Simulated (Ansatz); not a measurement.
**Formation energy and levels of the hydrogen interstitial H_i (bond centre, by O) in SnO2 (P4_2/mnm)**

Charge states of H_i (bond centre, by O) in SnO2 (P4_2/mnm), set against the band edges. Model: a cell of 72 host atoms with 1 H put in.

Method: place-levels on r2SCAN runs: charge-transition levels and formation energies with image-charge correction and potential alignment at the atomic sites; PAW set soft_1, in Ansatz 0.2.0.

The experiments to compare with:

“Study on the Photocatalytic Properties of Flower-Shaped SnO2” (2022, pmc:9565917) quotes from earlier work for SnO2, rutile (bulk crystal): band gap (experimental gap quoted from earlier work) 3.6 eV [literature value quoted in passing in the paper's theory part; sample, method and …].

**1. Starting point**

The cell holds 73 atoms: 24 Sn, 48 O and 1 H. Its edges and angles: a = 9.516 Å, b = 9.516 Å, c = 9.602 Å, α = 90.0°, β = 90.0°, γ = 90.0°. It derives from SnO2 (space group P4_2/mnm). Nearest the centre at fractional (0.326, 0.674, 0.500): H73 at 0.00 Å, O28 at 1.03 Å, Sn25 at 1.03 Å, O29 at 2.31 Å, O35 at 2.31 Å, O36 at 2.31 Å, O30 at 2.31 Å, Sn62 at 2.83 Å.

The host's dielectric constants go in as inputs: (4.60, 4.60, 4.91) for the electrons alone, (13.48, 13.48, 10.42) with the ions, from a response run on this crystal (DFPT, PBEsol) at that run's own cell.

The cell's shortest repeat is 9.5 Å.

**2. What was run first**

A transition level is the Fermi level at which two charge states cost the same, so each charge needs its own total energy, at its own relaxed structure.

Random displacements of about 0.05 Å break the site symmetry at the start, so that the relaxation can reach a distorted minimum if there is one. Forces are taken at one point at (¼, ¼, ¼). The cell holds 1 electron more than the neutral one, with a uniform background that keeps it neutral on the whole.

The sampling was tested on the host first: at the k-points planned (1x1x1 shifted 0.25 0.25 0.25) its energy lies 0.000 eV an atom from the dense-mesh value, under the bound of 0.02 eV set for this test; that bounds the host's error, not the defect's.

One state's input; the others differ in charge, spin, start and seed, and in occupations where the table says so.

qm1.relax/input.yaml

```yaml
crystal:
  lattice:
    - [9.51550307, 0.0, 0.0]
    - [0.0, 9.51550307, 0.0]
    - [0.0, 0.0, 9.60204439]
  atoms:
    - { symbol: Sn, position: [0.25, 0.25, 0.16666667] }
    - { symbol: Sn, position: [0.0, 0.0, 0.0] }
[... 6 atom lines left out ...]
    - { symbol: O, position: [0.09702862, 0.40297138, 0.5] }
[... 2 atom lines left out ...]
    - { symbol: O, position: [0.34702862, 0.34702862, 0.33333333] }
[... 5 atom lines left out ...]
    - { symbol: O, position: [0.34702862, 0.34702862, 0.66666667] }
    - { symbol: Sn, position: [0.25, 0.75, 0.16666667] }
[... 2 atom lines left out ...]
    - { symbol: O, position: [0.40297138, 0.59702862, 0.16666667] }
[... 2 atom lines left out ...]
    - { symbol: Sn, position: [0.25, 0.75, 0.5] }
[... 1 atom line left out ...]
    - { symbol: O, position: [0.09702862, 0.90297138, 0.5] }
    - { symbol: O, position: [0.40297138, 0.59702862, 0.5] }
    - { symbol: O, position: [0.15297138, 0.65297138, 0.33333333] }
    - { symbol: O, position: [0.34702862, 0.84702862, 0.33333333] }
    - { symbol: Sn, position: [0.25, 0.75, 0.83333333] }
[... 2 atom lines left out ...]
    - { symbol: O, position: [0.40297138, 0.59702862, 0.83333333] }
    - { symbol: O, position: [0.15297138, 0.65297138, 0.66666667] }
    - { symbol: O, position: [0.34702862, 0.84702862, 0.66666667] }
[... 25 atom lines left out ...]
    - { symbol: Sn, position: [0.5, 0.5, 0.33333333] }
    - { symbol: O, position: [0.59702862, 0.90297138, 0.5] }
[... 1 atom line left out ...]
    - { symbol: O, position: [0.65297138, 0.65297138, 0.33333333] }
[... 2 atom lines left out ...]
    - { symbol: Sn, position: [0.5, 0.5, 0.66666667] }
[... 2 atom lines left out ...]
    - { symbol: O, position: [0.65297138, 0.65297138, 0.66666667] }
[... 1 atom line left out ...]
    - { symbol: H, position: [0.326493, 0.673507, 0.5] }
  host:
    repeats: [2, 2, 3]
    atoms:
      - { symbol: Sn, position: [0.5, 0.5, 0.5] }
      - { symbol: Sn, position: [0.0, 0.0, 0.0] }
      - { symbol: O, position: [0.19405723, 0.80594277, 0.5] }
      - { symbol: O, position: [0.80594277, 0.19405723, 0.5] }
      - { symbol: O, position: [0.30594277, 0.30594277, 0.0] }
      - { symbol: O, position: [0.69405723, 0.69405723, 0.0] }
total_charge: -1
basis:
  ecutwfc: 500
  xc_grid: 2
hamiltonian:
  xc: r2scan
  pseudopotentials: { kind: paw, azcp: { folder: soft_1 } }
kpoints:
  mp_grid: { grid: [1, 1, 1], shift: [0.25, 0.25, 0.25] }
scf:
  occupations: { method: fixed }
  max_iter: 60
output:
  forces: true
  charged_corrections:
    epsilon: [4.6, 4.6, 4.91]
    static_epsilon: [13.48, 13.48, 10.42]
    defect_position: [0.326493, 0.673507, 0.5]
relax:
  f_tol: 0.02
  max_steps: 80
  random_displacement: { amplitude: 0.05, seed: 5342 }
checkpoint:
  write: "../qm1.relax.run"
  compress: false
  write_wavefunctions: true
  write_every: 100000
```

On the command line:

```
> ansatz run input.yaml --threads 8 --pin off --max-ram 15073MiB --backend cpu --events-out ev --progress --plain --runs-dir out
```

The relaxed structure is kept and the sampling changed to a 2×2×2 shifted mesh.

The run of this state that the levels use, under r2SCAN:

qm1.point/input.yaml

```yaml
crystal:
  checkpoint: "../qm1.relax.run"
  host: checkpoint
total_charge: -1
basis:
  ecutwfc: 500
  xc_grid: 2
hamiltonian:
  xc: r2scan
  pseudopotentials: { kind: paw, azcp: { folder: soft_1 } }
kpoints:
  mp_grid: { grid: [2, 2, 2], shift: [0.5, 0.5, 0.5] }
scf:
  occupations: { method: fermi_dirac, width: 0.01 }
  max_iter: 60
output:
  forces: true
  eigenvalues: true
  charged_corrections:
    epsilon: [4.6, 4.6, 4.91]
    static_epsilon: [13.48, 13.48, 10.42]
    defect_position: [0.326493, 0.673507, 0.5]
  eigenstates: { localisation: true }
  populations: true
  band_densities: [{ bands: [v1, v1] }, { bands: [c1, c1] }]
  write_density: true
  write_potential: true
  volumetric_format: npy
  elf: true
checkpoint:
  read: "../qm1.relax.run"
  write: "../qm1.point.run"
  compress: false
  write_wavefunctions: false
  write_every: 100000
```

Relaxations under r2SCAN at one point at (¼, ¼, ¼); times on 8 threads of Arm Neoverse N1, shared host:

| charge | moment (μB) | occupations | outcome | steps | largest displacement against the far atoms (Å) | time |
| --- | --- | --- | --- | --- | --- | --- |
| −1 | 0 | fixed | converged | 14 | 1.51 | 5.9 min |
| 0 | 1 | fixed | converged | 13 | 1.51 | 12 min |
| +1 | 0 | fixed | converged | 14 | 1.51 | 5.8 min |

Single points under r2SCAN at a 2×2×2 shifted mesh; times on 8 threads of Arm Neoverse N1, shared host:

| charge | moment (μB) | occupations | outcome | time |
| --- | --- | --- | --- | --- |
| −1 | 0 | fermi-dirac | converged | 3.1 min |
| 0 | 1 | fermi-dirac | converged | 6.5 min |
| +1 | 0 | fermi-dirac | converged | 2.5 min |

Distances (Å) from H73 to the nearest atoms after relaxation with r2SCAN:

| charge | moment (μB) | 1. | 2. | 3. | 4. | 5. | 6. |
| --- | --- | --- | --- | --- | --- | --- | --- |
| −1 | 0 | O 0.99 | O 2.07 | O 2.32 | O 2.33 | Sn 2.42 | O 2.50 |
| 0 | 1 | O 0.98 | O 2.08 | O 2.32 | O 2.33 | Sn 2.42 | O 2.50 |
| +1 | 0 | O 0.99 | O 2.09 | O 2.32 | O 2.32 | Sn 2.42 | O 2.50 |

**3. Levels against the band edges, r2SCAN**

A charged cell interacts with its images and the background, and its potential has another zero than the host's. place-levels removes the first by a point-charge model, screened by the static dielectric constant since the ions have relaxed around the charge, and the second by comparing potentials at atoms far from the defect.

The host is a run of the defect-free crystal in the same cutoffs, grids and k-points, so that basis and sampling errors cancel in part in the differences. The host is run in a cell of 6 atoms on a matching mesh. Its band edges are searched through the zone by a band path, so the gap is smaller than, or equal to, that on the mesh. Chemical potentials are energies per atom of H (H2 molecule), run with the same functional and cutoff.

levels.point.yaml

```yaml
host:
  run: host.point.run
states: [qm1.point.run, q0_M1.point.run, qp1.point.run]
geometry_from:
  qm1.point.run: qm1.relax.run
  q0_M1.point.run: q0_M1.relax.run
  qp1.point.run: qp1.relax.run
  host.point.run: host.relax.run
chemical_potentials:
  H:
    energy: -15.945394
    dataset: "<sha256 of the dataset>"
epsilon: [4.6, 4.6, 4.91]
static_epsilon: [13.48, 13.48, 10.42]
vertical:
  - { from: qm1.point.run, to: qm1.point_neutral.run }
  - { from: qp1.point.run, to: qp1.point_neutral.run }
```

On the command line:

```
> ansatz place-levels levels.point.yaml -- --threads 8 --pin off --max-ram 15073MiB
```

Numbers of over 12 decimals in the logs are rounded to 6 here.

Log:

```text
[... repeated set-up lines and file paths are left out, and long positions are rounded to six places ...]
(+1/0) 1.810 eV above the valence edge (+2.663 eV without the band-filling correction), in the conduction band; not on the lower envelope
(0/-1) 1.795 eV above the valence edge (+2.853 eV without the band-filling correction), 0.000 eV under the conduction edge; not on the lower envelope
(+1/-1) 1.802 eV above the valence edge (+2.758 eV without the band-filling correction), in the conduction band: charges between them are lowest nowhere
formation energy of charge +1: -1.768 eV with the Fermi level at the valence edge
formation energy of charge 0: +0.042 eV with the Fermi level at the valence edge
formation energy of charge -1: +1.837 eV with the Fermi level at the valence edge
vertical -1 to 0: no energy, since no alignment is typed
  the change from vertical[0].from (qm1.point.run) to vertical[0].to (qm1.point_neutral.run): by its potential at epsilon [4.6, 4.6, 4.91] it stands at 0.451 0.604 0.501, with an rms radius of about 7.0 Å (3.9 4.1 4.1 Å across the planes of the cell's [...]
vertical +1 to 0: no energy, since no alignment is typed
  the change from vertical[1].from (qp1.point.run) to vertical[1].to (qp1.point_neutral.run): by its potential at epsilon [4.6, 4.6, 4.91] it stands at 0.447 0.611 0.500, with an rms radius of about 7.0 Å (3.9 4.0 4.1 Å across the planes of the cell's [...]
  edges by r2scan, gap 1.795 eV; the host is sampled to repeats of 26.91 Å
  the defect's cells are sampled to repeats of 26.91 Å, like sampling
  charge +1: -172257.4637 eV with its correction of +0.186 eV, at epsilon [13.48, 13.48, 10.42], aligned at sites: +0.0141 eV, mean over 36 atomic sites at or beyond 4.76 Å from the defect at [0.3265, 0.6735, 0.5000], with +0.005616 for the charge's moments [...]
  charge 0: +0.000 eV for its dipole among its images, +0.000 omitted
  charge -1: -172234.0809 eV with its correction of -0.017 eV, at epsilon [13.48, 13.48, 10.42], aligned at sites: +0.1891 eV, mean over 36 atomic sites at or beyond 4.76 Å from the defect at [0.3265, 0.6735, 0.5000], with +0.004339 for the charge's moments [...]
  of states[2] (qp1.point.run): it parts from the run at its places by a charge that spreads by about 4.1 Å along one vector (1.7 Å or more is wide), by its potential at epsilon [4.6, 4.6, 4.91], taken for that of held ions (one typed too small widens it), [...]
  of states[1] (q0_M1.point.run): a band-filling correction moves a carrier to the host's band edge, which changes its energy by -0.853 eV; its displacements don't fall off away from the defect: farther atoms stand 0.021 Å off the host's places. [...]
  of states[0] (qm1.point.run): it parts from the run at its places by a charge that spreads by about 4.1 Å along one vector (1.7 Å or more is wide), by its potential at epsilon [4.6, 4.6, 4.91], taken for that of held ions (one typed too small widens it), [...]
  of vertical[0].from (qm1.point.run): its displacements don't fall off away from the defect: farther atoms stand 0.023 Å off the host's places. [...]
  of vertical[0].to (qm1.point_neutral.run): its displacements don't fall off away from the defect: farther atoms stand 0.023 Å off the host's places. [...]
  of vertical[1].from (qp1.point.run): its displacements don't fall off away from the defect: farther atoms stand 0.019 Å off the host's places. [...]
  of vertical[1].to (qp1.point_neutral.run): its displacements don't fall off away from the defect: farther atoms stand 0.019 Å off the host's places. [...]
```

Wall time 0.5 s (8 threads of Arm Neoverse N1, shared host).

Levels between the charges placed, in eV above the valence top:

|  | gap (eV) | (+1/0) | (0/−1) |
| --- | --- | --- | --- |
| r2SCAN | 1.80 | 1.81 | 1.80 |

Corrections by state:

| charge | moment (μB) | image terms and alignment (eV) | band filling (eV) | ε used | over the lowest of its charge, as the program ranks them, band filling apart (eV) |
| --- | --- | --- | --- | --- | --- |
| +1 | 0.0 | 0.186 | - | principal values (10.42, 13.48, 13.48) | 0.000 |
| 0 | 1.0 | 0.000 | -0.853 | - | 0.000 |
| −1 | 0.0 | -0.017 | -1.911 | principal values (10.42, 13.48, 13.48) | 0.000 |

The charged structures listed were also run neutral, and place-levels reads from each pair, by the potential or the spins, how wide the charge is by which they differ; that can be the carrier of either run.

| charge | rms radius (Å) | spread where it is widest against the cell (Å) | wide from (Å) | reading |
| --- | --- | --- | --- | --- |
| +1 | 7.0 | 4.13 | 1.66 | wide |
| −1 | 7.0 | 4.13 | 1.66 | wide |

The neutral runs of these pairs need not share the spin of the lowest neutral state, and very wide values only mean spread over the cell.

From the program's caveats on the states, each cut to its opening words:

- charge +1, −1: it parts from the run at its places by a charge that spreads by about 4.1 Å along one vector (1.7 Å or more is wide), by its potential at epsilon [4.6, 4.6, [...]
- charge +1: its displacements don't fall off away from the defect: farther atoms stand 0.019 Å off the host's places
- charge 0 (1 μB): a band-filling correction moves a carrier to the host's band edge, which changes its energy by -0.853 eV
- charge 0 (1 μB): its displacements don't fall off away from the defect: farther atoms stand 0.021 Å off the host's places
- charge 0 (1 μB): flagged: stability check not made
- charge −1: a band-filling correction moves a carrier to the host's band edge, which changes its energy by -1.911 eV
- charge −1: its alignment with the host at atomic sites is doubtful: the mean over the far sites moves by -0.0502 eV from their farther parts to their nearer, more than [...]
- charge −1: its displacements don't fall off away from the defect: farther atoms stand 0.023 Å off the host's places

Formation energies (eV), elemental references (Δμ(H) = 0.00 eV):

| charge | Fermi level at the valence top | at the conduction bottom |
| --- | --- | --- |
| +1 | -1.77 | 0.03 |
| 0 | 0.04 | 0.04 |
| −1 | 1.84 | 0.04 |

**4. The same at the relaxations' own k-points**

The relaxations' own energies give the levels at their sampling, for comparison.

levels.relax_mesh.yaml

```yaml
host:
  run: host.relax.run
states: [qm1.relax.run, q0_M1.relax.run, qp1.relax.run]
chemical_potentials:
  H:
    energy: -15.945394
    dataset: "<sha256 of the dataset>"
```

On the command line:

```
> ansatz place-levels levels.relax_mesh.yaml -- --threads 8 --pin off --max-ram 15073MiB
```

Log:

```text
[...]
formation energy of charge +1: -1.767 eV with the Fermi level at the valence edge
formation energy of charge 0: +0.044 eV with the Fermi level at the valence edge
formation energy of charge -1: +1.839 eV with the Fermi level at the valence edge
  edges by r2scan, gap 1.795 eV; the host is sampled to repeats of 13.46 Å
[... the lines on each state left out ...]
```

Elapsed: 0.18 s, on 8 threads.

Levels between neighbouring charges, in eV above the valence top:

|  | gap (eV) | (+1/0) | (0/−1) |
| --- | --- | --- | --- |
| one point at (¼, ¼, ¼) | 1.80 | 1.81 | 1.80 |
| a 2×2×2 shifted mesh | 1.80 | 1.81 | 1.80 |

Going from one point at (¼, ¼, ¼) to a 2×2×2 shifted mesh moves formation energies against the elements by up to 0.00 eV; band-filling terms, which differ between samplings, are in these energies.

**5. Outcome**

| Quantity | Value |
| --- | --- |
| gap of the host | 1.80 eV (r2SCAN) |
| level (plus 1/0) | 1.81 eV above the valence top, past the conduction bottom, not a change between lowest states (2.66 eV above the valence top without the band-filling term) |
| level (0/minus 1) | 1.80 eV above the valence top, at the conduction bottom, not a change between lowest states (2.85 eV above the valence top without the band-filling term) |
| lowest of the charges placed, just above the valence top (0.02 eV) | +1 |
| lowest of the charges placed, just below the conduction bottom (0.02 eV) | +1 |
| lowest formation energy at mid-gap of the charges run, elemental references | -0.87 eV |

**Reading.** Of the charges placed (−1, 0 and +1), +1 is the lowest from 0.02 eV above the valence top to 0.02 eV below the conduction bottom, a gap of 1.80 eV. Charges above +1 were not placed, so these runs say nothing of levels that involve them. States placed: +1 at 0 μB; 0 at 1 μB; −1 at 0 μB. Other spin states or structures, where not listed, weren't placed. The program finds carriers beyond a band edge of the host and adds a band-filling term at charge −1 (-1.91 eV) and 0 (-0.85 eV); steps to such a charge show no bound level, and a defect level inside a band would be read the same way. At charge −1, 0 and +1 the atom put in ends up to 1.5 Å from its starting place, so the name tells the start alone and the levels can join different sites. H is taken at its element; compounds, which aren't counted here, bound the chemical potentials and would shift these formation energies. Going from one point at (¼, ¼, ¼) to a 2×2×2 shifted mesh moves formation energies against the elements by up to 0.00 eV; band-filling terms, which differ between samplings, are in these energies. Levels were also placed, and are left out here, under PBEsol at 1x1x1 shifted 0.25 0.25 0.25, since its corrections are too large to trust. The program doubts the alignment of potentials for at least one state, a sign that the cell is small. What this leaves open: r2SCAN makes the gap too small and tends to spread out bound carriers; where a gas molecule sets a chemical potential or the host's formation energy, its binding is uncorrected; spin–orbit coupling, which can matter with heavy atoms, is left out.

Computed beside measured:

| quantity | measured | r2SCAN |
| --- | --- | --- |
| band gap (least gap of the host) (eV) | 3.6 | 1.80 (-1.80 eV) |

Measured values from pmc:9565917 (2022).

**Verdict.** The band gap is off by -1.80 eV. Local and semilocal functionals usually give gaps below the measured ones. Spin-orbit coupling, left out here, can change the gap with such heavy elements. Zero-point and thermal motion shift the measured gap.

[Logs are printed without paths, hosts, clocks, repeated set-up lines and the standing remarks that a program may print on its own settings, such as how far it seeks lower states.]

[Hosts, paths, dates, database ids (printed as entryN), source tags and the programs' standing remarks are cut or masked in the printed files.]

[Where a table of states has a column of steps, it counts the stored structures, which are thinned; the runs took as many ionic steps or more.]

[A defect's name tells the site on which it was built; relaxed atoms can leave that site.]

[For some hosts the program warned that the k-mesh of the response run may be too coarse for force constants and the static dielectric constant; such warnings are not shown here.]
